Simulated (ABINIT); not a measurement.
# Completion of the band sum in GW: WS2 (Tungstenite), part 2 of 2

Wanted: gap and time of WS2 (Tungstenite) with truncated and completed band sums.

ABINIT 10.8.3; PBE and many-body steps on it, plane waves. Known limits of the many-body steps: short of the basis limit; no spin-orbit coupling; coarse k mesh.

So far. Step 3 (Screening, 6×6×1 mesh, 252 bands, screening to 152.4 eV): Local fields lower ε∞ by 10 %. On a Γ-centred mesh this coarse the value itself is usually too large, while a short band sum pulls it down. Step 4 (252 bands): The gap on the mesh goes from 0.98 eV to 1.32 eV, a correction of +0.34 eV.

## Step 6: 46 bands

This step: G0W0 on PBE, plane waves, norm-conserving pseudopotentials.

Contents of run.abi:

```
acell 3*1.0 Angstrom
rprim 
  3.153199999992 0.000000000002 0.000000000000
  -1.576599999998 2.730751303206 0.000000000000
  0.000000000000 0.000000000000 12.323000000000
ntypat 2
znucl 74 16
natom 6
typat 1 1 2 2 2 2
xred 
  0.333333333333 0.666666666667 0.250000000000
  0.666666666667 0.333333333333 0.750000000000
  0.333333333333 0.666666666667 0.622500000000
  0.666666666667 0.333333333333 0.122500000000
  0.333333333333 0.666666666667 0.877500000000
  0.666666666667 0.333333333333 0.377500000000
pp_dirpath "pseudos"
pseudos "W.upf, S.upf"
ecut 31
ngkpt 6 6 1
nshiftk 1
shiftk 0 0 0
kptopt 1
chksymbreak 0
istwfk *1
occopt 1
irdwfk 1
optdriver 4
nband 46
gwcalctyp 0
ecutsigx 31
symsigma 1
nkptgw 3
kptgw 
  0.0000000000 0.0000000000 0.0000000000
  0.1666666667 0.1666666667 0.0000000000
  0.3333333333 0.3333333333 0.0000000000
bdgw 
  25 28
  25 28
  25 28
ecuteps 5.6
irdscr 1
ppmodel 1
indata_prefix "in"
outdata_prefix "out"
tmpdata_prefix "tmp"
```

The run is started by

```
> OMP_NUM_THREADS=1 mpirun -n 8 abinit run.abi > log
```

Standard output:

```text
.Version 10.8.3 of ABINIT. v10.8.2 released Aug 2026.

 Symmetries : space group P6_3/m m c (#194); Bravais hP (primitive hexag.)
[... echo of the input left out ...]
== DATASET  1 ==================================================================
-   mpi_nproc: 8, omp_nthreads: 1 (-1 if OMP is not activated)

--- !DatasetInfo
iteration_state: {dtset: 1, }
dimensions: {natom: 6, nkpt: 7, mband: 46, nsppol: 1, nspinor: 1, nspden: 1, mpw: 5929, }
cutoff_energies: {ecut:  31.0, pawecutdg:  -1.0, }
electrons: {nelect:   5.20000000E+01, charge:   0.00000000E+00, occopt:   1.00000000E+00, tsmear:   1.00000000E-02, }

 SIGMA: Calculation of the GW corrections

 Based on a program developped by R.W. Godby, V. Olevano, G. Onida, and L. Reining.
 Incorporated in ABINIT by V. Olevano, G.-M. Rignanese, and M. Torrent.
.Using double precision arithmetic ; gwpc =  8

[... cell and pseudopotentials left out ...]
--------------------------------------------------------------------------------

 ==== K-mesh for the wavefunctions ====
 Number of points in the irreducible wedge :     7
[... list of points left out ...]
 Together with 24 symmetry operations and time-reversal symmetry
 yields    36 points in the full Brillouin Zone.

 ==== Q-mesh for screening function ====
 Number of points in the irreducible wedge :     7
[... list of points left out ...]
 Together with 24 symmetry operations and time-reversal symmetry
 yields    36 points in the full Brillouin Zone.

 vcoul_init : cutoff-mode = AUXILIARY_FUNCTION
 q-points for optical limit:   1
     1)      0.000010    0.000020    0.000030
 setmesh: FFT mesh size selected  =    25x   25x  120
          total number of points  =        75000

 Number of electrons calculated from density =   52.0000; Expected =   52.0000
[...]
number of plane-waves for wavefunctions          5885
 number of bands                                    46
 number of q-points in IBZ                           7
 number of frequencies                               2
 number of real frequencies                          1
 number of imag frequencies                          1

 matrix elements of self-energy operator (all in [eV])

 Perturbative Calculation

--- !SelfEnergy_ee
iteration_state: {dtset: 1, }
kpoint     : [   0.000,    0.000,    0.000, ]
spin       : 1
KS_gap     :    2.311
QP_gap     :    3.034
Delta_QP_KS:    0.723
data: !SigmaeeData |
     Band     E0 <VxcDFT>   SigX SigC(E0)      Z dSigC/dE  Sig(E)    E-E0       E
       25   8.288 -14.458 -15.573   2.326   0.790  -0.267 -13.502   0.956   9.244
       26   9.509 -15.590 -16.105   1.981   0.790  -0.265 -14.431   1.158  10.667
       27  11.820 -15.225 -10.553  -2.321   0.800  -0.250 -13.344   1.881  13.701
[...]
--- !SelfEnergy_ee
iteration_state: {dtset: 1, }
kpoint     : [   0.167,    0.167,    0.000, ]
spin       : 1
KS_gap     :    2.486
QP_gap     :    2.970
Delta_QP_KS:    0.484
data: !SigmaeeData |
     Band     E0 <VxcDFT>   SigX SigC(E0)      Z dSigC/dE  Sig(E)    E-E0       E
[...]
--- !SelfEnergy_ee
iteration_state: {dtset: 1, }
kpoint     : [   0.333,    0.333,    0.000, ]
spin       : 1
KS_gap     :    1.837
QP_gap     :    2.516
Delta_QP_KS:    0.679
data: !SigmaeeData |
     Band     E0 <VxcDFT>   SigX SigC(E0)      Z dSigC/dE  Sig(E)    E-E0       E
[...]
27  10.814 -16.363 -11.961  -2.107   0.794  -0.259 -14.541   1.823  12.637
       28  10.814 -16.363 -11.961  -2.107   0.794  -0.259 -14.541   1.823  12.637

== END DATASET(S) ==============================================================
================================================================================

 -outvars: echo values of variables after computation  --------
           etotal      0.0000000000E+00
            nband          46
             nkpt           7
          spgroup         194
 [... the other variables as echoed above ...]

 Calculation completed.
```

It took 14 s on 8 MPI ranks of Arm Neoverse V1, shared host; peak memory 1.7 GiB.

Numbers from this step:

```yaml
g0w0_gap_on_the_mesh: 1.359 eV
starting_gap_on_the_mesh: 0.9806 eV
k_of_the_valence_top: 0, 0, 0
k_of_the_conduction_bottom: 0.1667, 0.1667, 0
z_at_the_valence_top: 0.79
z_at_the_conduction_bottom: 0.802
least_direct_g0w0_gap_on_the_computed_points: 2.516 eV
```

Against G0W0 in ABINIT (6×6×1 mesh, 252 bands, screening to 152.4 eV, Godby-Needs plasmon pole), the gap moves by +0.043 eV.

## Step 7: Screening, 6×6×1 mesh, 46 bands, screening to 152.4 eV

This step: RPA screening on PBE, plane waves, norm-conserving pseudopotentials.

run.abi, as its differences from that of step 6:

```diff
@@ -27,19 +27,10 @@
 irdwfk 1
-optdriver 4
+optdriver 3
 nband 46
-gwcalctyp 0
-ecutsigx 31
-symsigma 1
-nkptgw 3
-kptgw 
-  0.0000000000 0.0000000000 0.0000000000
-  0.1666666667 0.1666666667 0.0000000000
-  0.3333333333 0.3333333333 0.0000000000
-bdgw 
-  25 28
-  25 28
-  25 28
 ecuteps 5.6
-irdscr 1
-ppmodel 1
+inclvkb 2
+awtr 1
+symchi 1
+gwcomp 1
+gwencomp 1.5
 indata_prefix "in"
```

Standard output:

```text
.Version 10.8.3 of ABINIT. v10.8.2 released Aug 2026.

 Symmetries : space group P6_3/m m c (#194); Bravais hP (primitive hexag.)
[... echo of the input left out ...]
== DATASET  1 ==================================================================
-   mpi_nproc: 8, omp_nthreads: 1 (-1 if OMP is not activated)

--- !DatasetInfo
iteration_state: {dtset: 1, }
dimensions: {natom: 6, nkpt: 7, mband: 46, nsppol: 1, nspinor: 1, nspden: 1, mpw: 5929, }
cutoff_energies: {ecut:  31.0, pawecutdg:  -1.0, }
[...]
--------------------------------------------------------------------------------
[... chi0 elements left out ...]
 For q-point:  0.000010 0.000020 0.000030
  dielectric constant =  13.2988
  dielectric constant without local fields =  14.8562

  Average fulfillment of the sum rule on Im[epsilon] for q-point    1 :    121.94  [%]
[... wings left out ...]
  q-point number  2        q = ( 0.166667, 0.000000, 0.000000) [r.l.u.]
--------------------------------------------------------------------------------
[... chi0 elements left out ...]
  Average fulfillment of the sum rule on Im[epsilon] for q-point    2 :    125.24  [%]

 [... 5 further q-points ...]
```

It took 39 s on 8 MPI ranks; peak memory 2.2 GiB.

This step gave:

| Property | Result |
| --- | --- |
| ε∞ with local fields, on this mesh | 13.30 |
| ε∞ without local fields, on this mesh | 14.86 |
| plasma frequency | 25.99 eV |
| plane waves in the screening matrix | 463 |

## Step 8: 46 bands, completed

This step: G0W0 on PBE, plane waves, norm-conserving pseudopotentials.

run.abi, as its differences from that of step 7:

```diff
@@ -27,8 +27,19 @@
 irdwfk 1
-optdriver 3
+optdriver 4
 nband 46
+gwcalctyp 0
+ecutsigx 31
+symsigma 1
+nkptgw 3
+kptgw 
+  0.0000000000 0.0000000000 0.0000000000
+  0.1666666667 0.1666666667 0.0000000000
+  0.3333333333 0.3333333333 0.0000000000
+bdgw 
+  25 28
+  25 28
+  25 28
 ecuteps 5.6
-inclvkb 2
-awtr 1
-symchi 1
+irdscr 1
+ppmodel 1
 gwcomp 1
```

Standard output:

```text
.Version 10.8.3 of ABINIT. v10.8.2 released Aug 2026.

 Symmetries : space group P6_3/m m c (#194); Bravais hP (primitive hexag.)
[... echo of the input left out ...]
== DATASET  1 ==================================================================
-   mpi_nproc: 8, omp_nthreads: 1 (-1 if OMP is not activated)

--- !DatasetInfo
iteration_state: {dtset: 1, }
dimensions: {natom: 6, nkpt: 7, mband: 46, nsppol: 1, nspinor: 1, nspden: 1, mpw: 5929, }
cutoff_energies: {ecut:  31.0, pawecutdg:  -1.0, }
[...]
Band     E0 <VxcDFT>   SigX SigC(E0)      Z dSigC/dE  Sig(E)    E-E0       E
[...]
27  10.814 -16.363 -11.961  -3.651   0.811  -0.233 -15.753   0.610  11.424
       28  10.814 -16.363 -11.961  -3.651   0.811  -0.233 -15.753   0.610  11.424

== END DATASET(S) ==============================================================
================================================================================

 -outvars: echo values of variables after computation  --------
           etotal      0.0000000000E+00
            nband          46
             nkpt           7
          spgroup         194
 [... the other variables as echoed above ...]

 Calculation completed.
```

It took 15 s on 8 MPI ranks; peak memory 1.7 GiB.

Read from the output:

| Quantity | Value |
| --- | --- |
| G0W0 gap on the mesh | 1.447 eV |
| starting gap on the mesh | 0.9806 eV |
| k of the valence top | 0, 0, 0 |
| k of the conduction bottom | 0.1667, 0.1667, 0 |
| least direct G0W0 gap on the computed points | 2.534 eV |

Against G0W0 in ABINIT (6×6×1 mesh, 252 bands, screening to 152.4 eV, Godby-Needs plasmon pole), the gap moves by +0.131 eV.

## Step 9: Screening, 6×6×1 mesh, 106 bands, screening to 152.4 eV

This step: RPA screening on PBE, plane waves, norm-conserving pseudopotentials.

run.abi, as its differences from that of step 8:

```diff
@@ -27,21 +27,8 @@
 irdwfk 1
-optdriver 4
-nband 46
-gwcalctyp 0
-ecutsigx 31
-symsigma 1
-nkptgw 3
-kptgw 
-  0.0000000000 0.0000000000 0.0000000000
-  0.1666666667 0.1666666667 0.0000000000
-  0.3333333333 0.3333333333 0.0000000000
-bdgw 
-  25 28
-  25 28
-  25 28
+optdriver 3
+nband 106
 ecuteps 5.6
-irdscr 1
-ppmodel 1
-gwcomp 1
-gwencomp 1.5
+inclvkb 2
+awtr 1
+symchi 1
 indata_prefix "in"
```

Standard output:

```text
.Version 10.8.3 of ABINIT. v10.8.2 released Aug 2026.

 Symmetries : space group P6_3/m m c (#194); Bravais hP (primitive hexag.)
[... echo of the input left out ...]
== DATASET  1 ==================================================================
-   mpi_nproc: 8, omp_nthreads: 1 (-1 if OMP is not activated)

--- !DatasetInfo
iteration_state: {dtset: 1, }
dimensions: {natom: 6, nkpt: 7, mband: 106, nsppol: 1, nspinor: 1, nspden: 1, mpw: 5929, }
cutoff_energies: {ecut:  31.0, pawecutdg:  -1.0, }
[...]
--------------------------------------------------------------------------------
[... chi0 elements left out ...]
 For q-point:  0.000010 0.000020 0.000030
  dielectric constant =  13.4648
  dielectric constant without local fields =  15.0682

  Average fulfillment of the sum rule on Im[epsilon] for q-point    1 :     73.39  [%]
[... wings left out ...]
  q-point number  2        q = ( 0.166667, 0.000000, 0.000000) [r.l.u.]
--------------------------------------------------------------------------------
[... chi0 elements left out ...]
  Average fulfillment of the sum rule on Im[epsilon] for q-point    2 :     77.28  [%]

 [... 5 further q-points ...]
```

The job ended after 56 s (8 MPI ranks; peak memory 2.5 GiB).

Read from the output:

```yaml
eps_infinity_with_local_fields_on_this_mesh: 13.46
eps_infinity_without_local_fields_on_this_mesh: 15.07
plasma_frequency: 25.99 eV
plane_waves_in_the_screening_matrix: 463
```

## Step 10: 106 bands

This step: G0W0 on PBE, plane waves, norm-conserving pseudopotentials.

run.abi, as its differences from that of step 9:

```diff
@@ -27,8 +27,19 @@
 irdwfk 1
-optdriver 3
+optdriver 4
 nband 106
+gwcalctyp 0
+ecutsigx 31
+symsigma 1
+nkptgw 3
+kptgw 
+  0.0000000000 0.0000000000 0.0000000000
+  0.1666666667 0.1666666667 0.0000000000
+  0.3333333333 0.3333333333 0.0000000000
+bdgw 
+  25 28
+  25 28
+  25 28
 ecuteps 5.6
-inclvkb 2
-awtr 1
-symchi 1
+irdscr 1
+ppmodel 1
 indata_prefix "in"
```

Standard output:

```text
.Version 10.8.3 of ABINIT. v10.8.2 released Aug 2026.

 Symmetries : space group P6_3/m m c (#194); Bravais hP (primitive hexag.)
[... echo of the input left out ...]
== DATASET  1 ==================================================================
-   mpi_nproc: 8, omp_nthreads: 1 (-1 if OMP is not activated)

--- !DatasetInfo
iteration_state: {dtset: 1, }
dimensions: {natom: 6, nkpt: 7, mband: 106, nsppol: 1, nspinor: 1, nspden: 1, mpw: 5929, }
cutoff_energies: {ecut:  31.0, pawecutdg:  -1.0, }
[...]
Band     E0 <VxcDFT>   SigX SigC(E0)      Z dSigC/dE  Sig(E)    E-E0       E
[...]
27  10.814 -16.363 -11.961  -2.990   0.794  -0.260 -15.242   1.121  11.935
       28  10.814 -16.363 -11.961  -2.990   0.794  -0.260 -15.242   1.121  11.935

== END DATASET(S) ==============================================================
================================================================================

 -outvars: echo values of variables after computation  --------
           etotal      0.0000000000E+00
            nband         106
             nkpt           7
          spgroup         194
 [... the other variables as echoed above ...]

 Calculation completed.
```

Run time: 26 s. Hardware: 8 MPI ranks; peak memory 2 GiB; 3.5 min of CPU time.

This step gave:

- G0W0 gap on the mesh: 1.302 eV
- starting gap on the mesh: 0.9806 eV
- k of the valence top: 0, 0, 0
- k of the conduction bottom: 0.1667, 0.1667, 0
- least direct G0W0 gap on the computed points: 2.462 eV

Against G0W0 in ABINIT (6×6×1 mesh, 252 bands, screening to 152.4 eV, Godby-Needs plasmon pole), the gap moves by −0.014 eV.

## Step 11: Screening, 6×6×1 mesh, 106 bands, screening to 152.4 eV

This step: RPA screening on PBE, plane waves, norm-conserving pseudopotentials.

run.abi, as its differences from that of step 10:

```diff
@@ -27,19 +27,10 @@
 irdwfk 1
-optdriver 4
+optdriver 3
 nband 106
-gwcalctyp 0
-ecutsigx 31
-symsigma 1
-nkptgw 3
-kptgw 
-  0.0000000000 0.0000000000 0.0000000000
-  0.1666666667 0.1666666667 0.0000000000
-  0.3333333333 0.3333333333 0.0000000000
-bdgw 
-  25 28
-  25 28
-  25 28
 ecuteps 5.6
-irdscr 1
-ppmodel 1
+inclvkb 2
+awtr 1
+symchi 1
+gwcomp 1
+gwencomp 3
 indata_prefix "in"
```

Standard output:

```text
.Version 10.8.3 of ABINIT. v10.8.2 released Aug 2026.

 Symmetries : space group P6_3/m m c (#194); Bravais hP (primitive hexag.)
[... echo of the input left out ...]
== DATASET  1 ==================================================================
-   mpi_nproc: 8, omp_nthreads: 1 (-1 if OMP is not activated)

--- !DatasetInfo
iteration_state: {dtset: 1, }
dimensions: {natom: 6, nkpt: 7, mband: 106, nsppol: 1, nspinor: 1, nspden: 1, mpw: 5929, }
cutoff_energies: {ecut:  31.0, pawecutdg:  -1.0, }
[...]
--------------------------------------------------------------------------------
[... chi0 elements left out ...]
 For q-point:  0.000010 0.000020 0.000030
  dielectric constant =  13.4643
  dielectric constant without local fields =  15.0682

  Average fulfillment of the sum rule on Im[epsilon] for q-point    1 :    118.03  [%]
[... wings left out ...]
  q-point number  2        q = ( 0.166667, 0.000000, 0.000000) [r.l.u.]
--------------------------------------------------------------------------------
[... chi0 elements left out ...]
  Average fulfillment of the sum rule on Im[epsilon] for q-point    2 :    115.85  [%]

 [... 5 further q-points ...]
```

Wall time 79 s (8 MPI ranks); peak memory 2.5 GiB.

This step gave:

| Item | Value |
| --- | --- |
| ε∞ with local fields, on this mesh | 13.46 |
| ε∞ without local fields, on this mesh | 15.07 |
| plasma frequency | 25.99 eV |
| plane waves in the screening matrix | 463 |

## Step 12: 106 bands, completed

This step: G0W0 on PBE, plane waves, norm-conserving pseudopotentials.

run.abi, as its differences from that of step 11:

```diff
@@ -27,8 +27,19 @@
 irdwfk 1
-optdriver 3
+optdriver 4
 nband 106
+gwcalctyp 0
+ecutsigx 31
+symsigma 1
+nkptgw 3
+kptgw 
+  0.0000000000 0.0000000000 0.0000000000
+  0.1666666667 0.1666666667 0.0000000000
+  0.3333333333 0.3333333333 0.0000000000
+bdgw 
+  25 28
+  25 28
+  25 28
 ecuteps 5.6
-inclvkb 2
-awtr 1
-symchi 1
+irdscr 1
+ppmodel 1
 gwcomp 1
```

Standard output:

```text
.Version 10.8.3 of ABINIT. v10.8.2 released Aug 2026.

 Symmetries : space group P6_3/m m c (#194); Bravais hP (primitive hexag.)
[... echo of the input left out ...]
== DATASET  1 ==================================================================
-   mpi_nproc: 8, omp_nthreads: 1 (-1 if OMP is not activated)

--- !DatasetInfo
iteration_state: {dtset: 1, }
dimensions: {natom: 6, nkpt: 7, mband: 106, nsppol: 1, nspinor: 1, nspden: 1, mpw: 5929, }
cutoff_energies: {ecut:  31.0, pawecutdg:  -1.0, }
[...]
Band     E0 <VxcDFT>   SigX SigC(E0)      Z dSigC/dE  Sig(E)    E-E0       E
[...]
27  10.814 -16.363 -11.961  -3.578   0.792  -0.262 -15.710   0.654  11.467
       28  10.814 -16.363 -11.961  -3.578   0.792  -0.262 -15.710   0.654  11.467

== END DATASET(S) ==============================================================
================================================================================

 -outvars: echo values of variables after computation  --------
           etotal      0.0000000000E+00
            nband         106
             nkpt           7
          spgroup         194
 [... the other variables as echoed above ...]

 Calculation completed.
```

Wall time 28 s (8 MPI ranks); peak memory 2 GiB.

Numbers from this step:

```
G0W0 gap on the mesh                         : 1.325 eV
starting gap on the mesh                     : 0.9806 eV
k of the valence top                         : 0, 0, 0
k of the conduction bottom                   : 0.1667, 0.1667, 0
least direct G0W0 gap on the computed points : 2.430 eV
```

Against G0W0 in ABINIT (6×6×1 mesh, 252 bands, screening to 152.4 eV, Godby-Needs plasmon pole), the gap moves by +0.009 eV.

## Step 13: The runs together

Times are wall times on 8 MPI ranks of Arm Neoverse V1, shared host, good to a factor of about two. A run's time includes the screening step that it read.

| run | mesh | bands | screening cutoff (eV) | DFT gap (eV) | gap on the mesh (eV) | direct (eV) | ε∞ used | time |
| --- | --- | --- | --- | --- | --- | --- | --- | --- |
| 252 bands | 6×6×1 | 252 | 152.4 | 0.981 | 1.316 | 2.402 | 13.52 | 3.4 min |
| 46 bands | 6×6×1 | 46 | 152.4 | 0.981 | 1.359 | 2.516 | 13.22 | 34 s |
| 46 bands, completed | 6×6×1 | 46 | 152.4 | 0.981 | 1.447 | 2.534 | 13.30 | 55 s |
| 106 bands | 6×6×1 | 106 | 152.4 | 0.981 | 1.302 | 2.462 | 13.46 | 82 s |
| 106 bands, completed | 6×6×1 | 106 | 152.4 | 0.981 | 1.325 | 2.430 | 13.46 | 1.8 min |

## Step 14: What came out

```yaml
252_bands: 1.316 eV
46_bands: 1.359 eV
46_bands_completed: 1.447 eV
106_bands: 1.302 eV
106_bands_completed: 1.325 eV
```

46 bands: +0.043 eV against 252 bands. 46 bands, completed: +0.131 eV against 252 bands. 106 bands: −0.014 eV against 252 bands. 106 bands, completed: +0.009 eV against 252 bands. The row with most bands is itself short of the limit, so it is no exact reference, and agreement of a truncated run with it can be a cancellation between the edges. The 6×6×1 mesh is coarse for this cell, which bears on the long-range parts of exchange and screening. The many-body steps are scalar-relativistic: spin-orbit coupling is not in them.

[Long decimals in the printed logs are rounded to 6 places.]

[Logs are printed without paths, hosts, clocks, repeated set-up lines and the standing remarks that a program may print on its own settings, such as how far it seeks lower states.]

[Paths, hosts, dates, memory and timing lines, banners, echoed tables and standing remarks are left out of the program output; an Ansatz launch command may be rebuilt from the run's recorded settings. Measured values are a selection of at most five: reports struck by readers or far from the other reports are left out. None is set beside runs whose start may be inverted or whose files or cutoffs have a known fault.]

[Runs of the session that timed out or met a known fault of the program may be left out.]

[Hosts, paths, dates, database ids (printed as entryN), source tags and the programs' standing remarks are cut or masked in the printed files.]

[G0W0 gaps are taken among the corrected bands and points alone; a level outside them can change the order at an edge.]

[Where Ansatz stands beside ABINIT at settings called matched, ABINIT's density can come from a denser mesh and the files from another edition; pairs whose starting gaps differed by over 0.03 eV were left out, so agreement reads better than it is.]
